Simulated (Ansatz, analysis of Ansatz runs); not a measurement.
# Interstitial H in hcp Sc, hop from a tetrahedral to the next octahedral site: migration barrier against experiment

Aim: the migration barrier of interstitial H in hcp Sc, hop from a tetrahedral to the next octahedral site, to be set beside the measurement. Set-up: PBE, 36-site cell, PBE lattice, 420 eV, k: 3x3x3 Gamma-centred, zero-point energy of the moving atom added. The model is a cell of 36 host atoms with 1 H put in. The barrier is the energy of the highest image of a climbing band over the relaxed site that the atom leaves.

What was measured. Migration barrier: 0.54 eV, by proton and 45Sc NMR (quoted in “Explainable Machine Learning for Hydrogen Diffusion in Metals and Random Binary Alloys”, 2023, G. M. Lu et al., quoting earlier work (1987)).

Main program and level: Ansatz 0.2.0; plane-wave PAW DFT, PBE; relaxation of all atoms of a defect supercell.

Report form: the programs' logs are mostly left out.

**1. The starting structure**

The cell holds 37 atoms: 36 Sc and 1 H. Cell: a = 9.962 Å, b = 9.962 Å, c = 10.319 Å, α = 90.0°, β = 90.0°, γ = 120.0°. It derives from Sc (space group P6_3/mmc). Nearest the centre at fractional (0.444, 0.556, 0.438): H37 at 0.00 Å, Sc19 at 1.93 Å, Sc22 at 2.02 Å, Sc6 at 2.02 Å, Sc18 at 2.02 Å, Sc17 at 3.22 Å, Sc7 at 3.84 Å, Sc23 at 3.84 Å.

The host's primitive cell comes from a first run (plane-wave PAW DFT, PBE; relaxation of the host's cell and atoms): vectors of 3.321, 3.321 and 5.159 Å. That is 24.63 Å³ an atom, 1.5 % under the diffraction cell's volume. The supercell is built on it.

**2. Relaxation, charge 0**

A barrier counts from a true minimum, so both ends of the jump are relaxed first.

File start/input.yaml:

```yaml
relax:
  f_tol: 0.02
  max_steps: 80
  escape_saddle: false
crystal:
  lattice:
    - [9.96171604, 0.0, 0.0]
    - [-4.98085802, 8.62709916, 0.0]
    - [0.0, 0.0, 10.31889867]
  atoms:
    - { symbol: Sc, position: [0.111111111, 0.222222222, 0.125] }
    - { symbol: Sc, position: [0.222222222, 0.111111111, 0.375] }
    - { symbol: Sc, position: [0.111111111, 0.222222222, 0.625] }
    - { symbol: Sc, position: [0.222222222, 0.111111111, 0.875] }
    - { symbol: Sc, position: [0.111111111, 0.555555556, 0.125] }
    - { symbol: Sc, position: [0.222222222, 0.444444444, 0.375] }
    - { symbol: Sc, position: [0.111111111, 0.555555556, 0.625] }
    - { symbol: Sc, position: [0.222222222, 0.444444444, 0.875] }
[... 25 atom lines left out ...]
    - { symbol: Sc, position: [0.888888889, 0.777777778, 0.375] }
    - { symbol: Sc, position: [0.777777778, 0.888888889, 0.625] }
    - { symbol: Sc, position: [0.888888889, 0.777777778, 0.875] }
    - { symbol: H, position: [0.444444001, 0.555555999, 0.4375] }
basis:
  ecutwfc: 420
  xc_grid: 2
hamiltonian:
  xc: pbe
kpoints:
  mp_grid: { grid: [3, 3, 3] }
scf:
  occupations: { method: methfessel_paxton, width: 0.1 }
  max_iter: 120
output:
  forces: true
checkpoint:
  write: "../start.run"
  compress: false
  write_wavefunctions: true
  write_every: 100000
```

Started as:

```console
> ansatz run input.yaml --threads 4 --pin off --max-ram 14131MiB --backend cpu --events-out ev --progress --plain --runs-dir out
```

It took 2.6 min on 4 threads of Arm Neoverse V2, shared host; peak memory 4.7 GiB.

The steps of the relaxation:

```
step  energy less that of the first step (eV)  largest force component (eV/Å)
   1                                   0.0000                          0.5369
   2                                  -0.0504                          0.2996
   3                                  -0.0610                          0.0192
   4                                  -0.0611                          0.0191
```

Forces are held to the 6 operations that the run works with; a distortion that breaks them can't arise in this run.

The atoms that moved most (Å):

```
atom      dx      dy      dz  length
Sc17   0.000   0.000  -0.112   0.112
 H37   0.000   0.000  -0.107   0.107
 Sc8  -0.011  -0.006  -0.009   0.015
Sc24   0.000   0.012  -0.009   0.015
Sc20   0.011  -0.006  -0.009   0.015
Sc25   0.000   0.000   0.014   0.014
Sc10  -0.011   0.006   0.004   0.013
Sc34   0.011   0.006   0.004   0.013
```

Neighbours of H37 at the end:

```
atom  distance (Å)
Sc22         1.992
Sc18         1.992
 Sc6         1.992
Sc19         2.052
Sc17         3.229
 Sc2         3.884
Sc34         3.884
Sc10         3.884
Sc35         3.905
Sc31         3.905
Sc15         3.905
Sc23         3.905
 Sc3         3.905
 Sc7         3.905
```

This step gave:

| Quantity | Value |
| --- | --- |
| free energy | -76905.9734 eV |
| smearing term TS | -0.008454 eV |

The series, run alike:

```
                 run    outcome  energy less the first (eV)  moment (μB)     time
relaxation, charge 0  converged                      0.0000         0.00  2.6 min
relaxation, charge 0  converged                      0.1768         0.00     77 s
```

The relaxation ends 1.7 meV an atom lower, with a largest force component of 0.019 eV/Å.

**3. Nudged elastic band**

A band of images joins the two ends; its highest image climbs to the saddle, whose energy over the site left is the barrier.

This step: plane-wave PAW DFT, PBE; nudged elastic band between two relaxed defect structures at fixed charge.

File neb/input.yaml:

```yaml
crystal:
  lattice:
    - [9.96171604, 0.0, 0.0]
    - [-4.98085802, 8.62709916, 0.0]
    - [0.0, 0.0, 10.31889867]
  atoms:
    - { symbol: Sc, position: [0.111436833, 0.222644875, 0.126143456] }
    - { symbol: Sc, position: [0.221498324, 0.109663316, 0.375430919] }
    - { symbol: Sc, position: [0.110521821, 0.221566096, 0.625229925] }
    - { symbol: Sc, position: [0.222440732, 0.11154813, 0.876090516] }
    - { symbol: Sc, position: [0.111436833, 0.555458624, 0.126143456] }
    - { symbol: Sc, position: [0.221857093, 0.44426188, 0.375847152] }
    - { symbol: Sc, position: [0.110521821, 0.555622392, 0.625229925] }
    - { symbol: Sc, position: [0.220804097, 0.443735382, 0.874140179] }
    - { symbol: Sc, position: [0.111111111, 0.888888889, 0.12494443] }
    - { symbol: Sc, position: [0.221498324, 0.778501676, 0.375430919] }
    - { symbol: Sc, position: [0.111111111, 0.888888889, 0.62623963] }
    - { symbol: Sc, position: [0.222440732, 0.777559268, 0.876090516] }
    - { symbol: Sc, position: [0.444541376, 0.222644875, 0.126143456] }
    - { symbol: Sc, position: [0.555326059, 0.110996363, 0.375497101] }
    - { symbol: Sc, position: [0.444377608, 0.221566096, 0.625229925] }
    - { symbol: Sc, position: [0.555389328, 0.111027997, 0.875967575] }
    - { symbol: Sc, position: [0.444444444, 0.555555556, 0.114182628] }
    - { symbol: Sc, position: [0.55573812, 0.44426188, 0.375847152] }
    - { symbol: Sc, position: [0.444444444, 0.555555556, 0.625988347] }
    - { symbol: Sc, position: [0.556264618, 0.443735382, 0.874140179] }
    - { symbol: Sc, position: [0.444541376, 0.888563167, 0.126143456] }
    - { symbol: Sc, position: [0.55573812, 0.778142907, 0.375847152] }
    - { symbol: Sc, position: [0.444377608, 0.889478179, 0.625229925] }
    - { symbol: Sc, position: [0.556264618, 0.779195903, 0.874140179] }
    - { symbol: Sc, position: [0.777777778, 0.222222222, 0.126358733] }
    - { symbol: Sc, position: [0.889003637, 0.110996363, 0.375497101] }
    - { symbol: Sc, position: [0.777777778, 0.222222222, 0.625536882] }
    - { symbol: Sc, position: [0.888972003, 0.111027997, 0.875967575] }
    - { symbol: Sc, position: [0.777355125, 0.555458624, 0.126143456] }
    - { symbol: Sc, position: [0.889003637, 0.444673941, 0.375497101] }
    - { symbol: Sc, position: [0.778433904, 0.555622392, 0.625229925] }
    - { symbol: Sc, position: [0.888972003, 0.444610672, 0.875967575] }
    - { symbol: Sc, position: [0.777355125, 0.888563167, 0.126143456] }
    - { symbol: Sc, position: [0.890336684, 0.778501676, 0.375430919] }
    - { symbol: Sc, position: [0.778433904, 0.889478179, 0.625229925] }
    - { symbol: Sc, position: [0.88845187, 0.777559268, 0.876090516] }
    - { symbol: H, position: [0.444444444, 0.555555556, 0.427088741] }
basis:
  ecutwfc: 420
  xc_grid: 2
hamiltonian:
  xc: pbe
kpoints:
  mp_grid: { grid: [3, 3, 3] }
scf:
  occupations: { method: methfessel_paxton, width: 0.1 }
  max_iter: 120
output:
  forces: true
neb:
  images: 3
  f_tol: 0.04
  climbing: true
  initial_path: idpp
  max_iterations: 45
  order_check: false
  final_atoms:
    - { symbol: Sc, position: [0.110977504, 0.222128243, 0.126528759] }
    - { symbol: Sc, position: [0.222400951, 0.111468568, 0.376259319] }
    - { symbol: Sc, position: [0.111486686, 0.222382833, 0.624925081] }
[... 2 atom lines left out ...]
    - { symbol: Sc, position: [0.222400951, 0.444211364, 0.376259319] }
    - { symbol: Sc, position: [0.111164576, 0.555447738, 0.624869509] }
[... 7 atom lines left out ...]
    - { symbol: Sc, position: [0.444229481, 0.222382833, 0.624925081] }
[... 1 atom line left out ...]
    - { symbol: Sc, position: [0.444484072, 0.55563481, 0.126528759] }
    - { symbol: Sc, position: [0.555143746, 0.444211364, 0.376259319] }
    - { symbol: Sc, position: [0.444229481, 0.555125629, 0.624925081] }
[... 2 atom lines left out ...]
    - { symbol: Sc, position: [0.555465855, 0.777598378, 0.37631489] }
    - { symbol: Sc, position: [0.444584685, 0.888931833, 0.626214812] }
[... 7 atom lines left out ...]
    - { symbol: Sc, position: [0.777616495, 0.555447738, 0.624869509] }
[... 3 atom lines left out ...]
    - { symbol: Sc, position: [0.777680481, 0.888931833, 0.626214812] }
[... 1 atom line left out ...]
    - { symbol: H, position: [0.333315216, 0.333297098, 0.5005922] }
```

Elapsed: 36 min, on 4 threads; peak memory 9.3 GiB.

The path, image by image:

```
image  path (Å)  energy (eV)     H37: x, y, z (Å)
    0     0.000       0.0000  1.660, 4.793, 4.407
    1     0.535       0.2829  1.660, 4.320, 4.626
    2     1.070       0.5159  1.661, 3.828, 4.828
    3     1.576       0.3499  1.661, 3.358, 5.014
    4     2.082       0.1768  1.660, 2.875, 5.166
```

Numbers from this step:

| Property | Result |
| --- | --- |
| free energy | -76905.4576 eV |
| smearing term TS | -0.004854 eV |
| barrier forward | 0.5159 eV |
| barrier backward | 0.3391 eV |

**4. Vibrations of the moving atom at the low point**

A light atom carries zero-point energy, which differs between site and saddle; its three modes are computed at both, leaving out the unstable one.

This step: plane-wave PAW DFT, PBE; finite-displacement force constants of the moving atom alone.

File modes_low/input.yaml:

```yaml
crystal:
  lattice:
    - [9.96171604, 0.0, 0.0]
    - [-4.98085802, 8.62709916, 0.0]
    - [0.0, 0.0, 10.31889867]
  atoms:
    - { symbol: Sc, position: [0.111436833, 0.222644875, 0.126143456] }
    - { symbol: Sc, position: [0.221498324, 0.109663316, 0.375430919] }
    - { symbol: Sc, position: [0.110521821, 0.221566096, 0.625229925] }
[... 2 atom lines left out ...]
    - { symbol: Sc, position: [0.221857093, 0.44426188, 0.375847152] }
    - { symbol: Sc, position: [0.110521821, 0.555622392, 0.625229925] }
[... 7 atom lines left out ...]
    - { symbol: Sc, position: [0.444377608, 0.221566096, 0.625229925] }
[... 1 atom line left out ...]
    - { symbol: Sc, position: [0.444444444, 0.555555556, 0.114182628] }
    - { symbol: Sc, position: [0.55573812, 0.44426188, 0.375847152] }
    - { symbol: Sc, position: [0.444444444, 0.555555556, 0.625988347] }
[... 2 atom lines left out ...]
    - { symbol: Sc, position: [0.55573812, 0.778142907, 0.375847152] }
    - { symbol: Sc, position: [0.444377608, 0.889478179, 0.625229925] }
[... 7 atom lines left out ...]
    - { symbol: Sc, position: [0.778433904, 0.555622392, 0.625229925] }
[... 3 atom lines left out ...]
    - { symbol: Sc, position: [0.778433904, 0.889478179, 0.625229925] }
[... 1 atom line left out ...]
    - { symbol: H, position: [0.444444444, 0.555555556, 0.427088741] }
basis:
  ecutwfc: 420
  xc_grid: 2
hamiltonian:
  xc: pbe
kpoints:
  mp_grid: { grid: [3, 3, 3] }
scf:
  occupations: { method: methfessel_paxton, width: 0.1 }
  max_iter: 120
output: {}
phonons:
  supercell: [1, 1, 1]
  displaced_sites: [36]
  amplitude: 0.03
```

The job ended after 7.3 min (4 threads; peak memory 4.7 GiB; 29 min of CPU time).

Numbers from this step:

```yaml
free_energy: -76905.9734 eV
smearing_term_ts: -0.008454 eV
frequencies_of_moving_atom: 931.8, 1212, 1212 cm⁻¹ (negative: imaginary)
```

**5. Vibrations of the moving atom at the top point**

This step: plane-wave PAW DFT, PBE; finite-displacement force constants of the moving atom alone.

File modes_top/input.yaml:

```yaml
crystal:
  lattice:
    - [9.96171604, 0.0, 0.0]
    - [-4.98085802, 8.62709916, 0.0]
    - [0.0, 0.0, 10.31889867]
  atoms:
    - { symbol: Sc, position: [0.111061278, 0.22237936, 0.125135002] }
    - { symbol: Sc, position: [0.220007258, 0.106715874, 0.37341261] }
    - { symbol: Sc, position: [0.107816515, 0.220454631, 0.626477308] }
[... 2 atom lines left out ...]
    - { symbol: Sc, position: [0.21916661, 0.445283482, 0.374175562] }
    - { symbol: Sc, position: [0.110462526, 0.556195084, 0.625659294] }
[... 7 atom lines left out ...]
    - { symbol: Sc, position: [0.44599932, 0.220414301, 0.62649801] }
[... 1 atom line left out ...]
    - { symbol: Sc, position: [0.444738393, 0.556163667, 0.119312658] }
    - { symbol: Sc, position: [0.559371136, 0.445298379, 0.374208876] }
    - { symbol: Sc, position: [0.446666131, 0.559892952, 0.62919496] }
[... 2 atom lines left out ...]
    - { symbol: Sc, position: [0.554501844, 0.775711653, 0.37607922] }
    - { symbol: Sc, position: [0.444578845, 0.889104514, 0.625212533] }
[... 7 atom lines left out ...]
    - { symbol: Sc, position: [0.779041896, 0.556164566, 0.625687047] }
[... 3 atom lines left out ...]
    - { symbol: Sc, position: [0.777886428, 0.889142272, 0.625192486] }
[... 1 atom line left out ...]
    - { symbol: H, position: [0.388634371, 0.443737292, 0.467854533] }
basis:
  ecutwfc: 420
  xc_grid: 2
hamiltonian:
  xc: pbe
kpoints:
  mp_grid: { grid: [3, 3, 3] }
scf:
  occupations: { method: methfessel_paxton, width: 0.1 }
  max_iter: 120
output: {}
phonons:
  supercell: [1, 1, 1]
  displaced_sites: [36]
  amplitude: 0.03
```

The job ended after 27 min (4 threads; peak memory 5.8 GiB; 1.8 h of CPU time).

This step gave:

```yaml
free_energy: -76905.4576 eV
smearing_term_ts: -0.004854 eV
frequencies_of_moving_atom: -617.1, 1328, 1346 cm⁻¹ (negative: imaginary)
```

**6. Summary of results**

```json
{
  "migration barrier (saddle less minimum)": "0.47 eV",
  "energy difference of the two ends": "0.18 eV",
  "length of the hop": "2.06 Å",
  "change of the moving atom's zero-point energy, saddle less site": "-0.04 eV",
  "time of the whole chain": "75 min on 4 threads"
}
```

Migration barrier: computed 0.47 eV, measured 0.54 eV; 0.07 eV below the measurement. Zero-point energy changes the barrier by -0.04 eV. The measured number is an Arrhenius activation energy of long-range diffusion; for H it holds zero-point energy, and trapping at vacancies and dislocations can raise it. One hop between neighbouring sites is computed at the host's lattice.

[Logs are printed without paths, hosts, clocks, repeated set-up lines and the standing remarks that a program may print on its own settings, such as how far it seeks lower states.]

[Hosts, paths, dates, database ids (printed as entryN), source tags and the programs' standing remarks are cut or masked in the printed files.]

[For some hosts the program warned that the k-mesh of the response run may be too coarse for force constants and the static dielectric constant; such warnings are not shown here.]
